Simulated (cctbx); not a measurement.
## Interatomic vectors of EuMgPt

Space group Pnma (no. 62), a = 7.6220 Å, b = 4.6410 Å, c = 8.3110 Å, α = 90.00°, β = 90.00°, γ = 90.00°, content Pt4 Eu4 Mg4.

The data are simulated with cctbx, not measured: Mo Kα, λ = 0.71073 Å, to d = 0.65 Å, 70 % of the full sphere, strongest reflection 70000 counts, noise from counting, a 3 % proportional error and a noise floor of 8 counts (s.d.); no absorption.

Patterson synthesis from sharpened amplitudes, origin scaled to 1000:

```text
Patterson group P m m m
      u       v       w   height  length (A)
  0.000   0.000   0.000   1000.0     0.00
  0.000   0.500   0.500    482.0     4.76
  0.500   0.000   0.275    304.7     4.45
  0.500   0.500   0.225    239.3     4.84
  0.261   0.000   0.431    235.1     4.10
  0.238   0.000   0.294    230.5     3.04
  0.216   0.500   0.208    223.1     3.33
  0.283   0.500   0.070    221.1     3.22
  0.500   0.000   0.140    175.6     3.98
  0.449   0.500   0.500    168.4     5.86
  0.044   0.500   0.368     71.0     3.86
  0.110   0.095   0.000     42.2     0.95
  0.088   0.500   0.178     38.2     2.83
  0.000   0.100   0.093     37.9     0.90
```

Q: Assign the vectors.

A peak at u stands for all pairs with xi − xj = u, with weight Σ ZiZj against Σ Z² = 40788 at the origin. Peak heights follow these weights only roughly, since form factors, motion and series ripples differ, all vectors within 0.55 Å of a peak are counted as merged into it though the farther ones add only part of their weight, and F(000) is left out, which lowers the whole map:

| u | v | w | shortest length (Å) | height | 1000 ΣZiZj/ΣZ² | pairs in the cell |
| --- | --- | --- | --- | --- | --- | --- |
| 0.000 | 0.500 | 0.500 | 4.76 | 482 | 597 | 4 × Pt–Pt |
| 0.500 | 0.000 | 0.275 | 4.44 | 305 | 298 | 2 × Pt–Pt |
| 0.500 | 0.500 | 0.225 | 4.84 | 239 | 298 | 2 × Pt–Pt |
| 0.261 | 0.000 | 0.431 | 4.10 | 235 | 241 | 2 × Pt–Eu |
| 0.238 | 0.000 | 0.294 | 3.04 | 230 | 241 | 2 × Pt–Eu |
| 0.216 | 0.500 | 0.208 | 3.33 | 223 | 278 | 2 × Pt–Eu, 2 × Eu–Mg |
| 0.283 | 0.500 | 0.070 | 3.22 | 221 | 278 | 2 × Pt–Eu, 2 × Eu–Mg |
| 0.500 | 0.000 | 0.140 | 3.98 | 176 | 195 | 2 × Eu–Eu |
| 0.449 | 0.500 | 0.500 | 5.86 | 168 | 286 | 2 × Eu–Eu, 4 × Pt–Mg |
| 0.044 | 0.500 | 0.368 | 3.85 | 71 | 97 | 1 × Eu–Eu |

The table stops at ten peaks or at a height of 45, below which ripples compete. In the model behind the data Pt, the heaviest element, has 1 independent site: (0.2391, 3/4, 0.1118), up to an allowed shift of origin; the Pt–Pt vectors are differences of these positions and their symmetry mates. The whole model:

```
atom  mult.       x    y       z  Ueq (Å²)
 Pt1      4  0.2391  3/4  0.1118    0.0047
 Eu1      4  0.4771  3/4  0.8180    0.0051
 Mg1      4  0.3473  3/4  0.4320    0.0097
```

This is a model crystal, built by substitution and not relaxed, with assumed displacement parameters.

[Logs are printed without paths, hosts, clocks, repeated set-up lines and the standing remarks that a program may print on its own settings, such as how far it seeks lower states.]
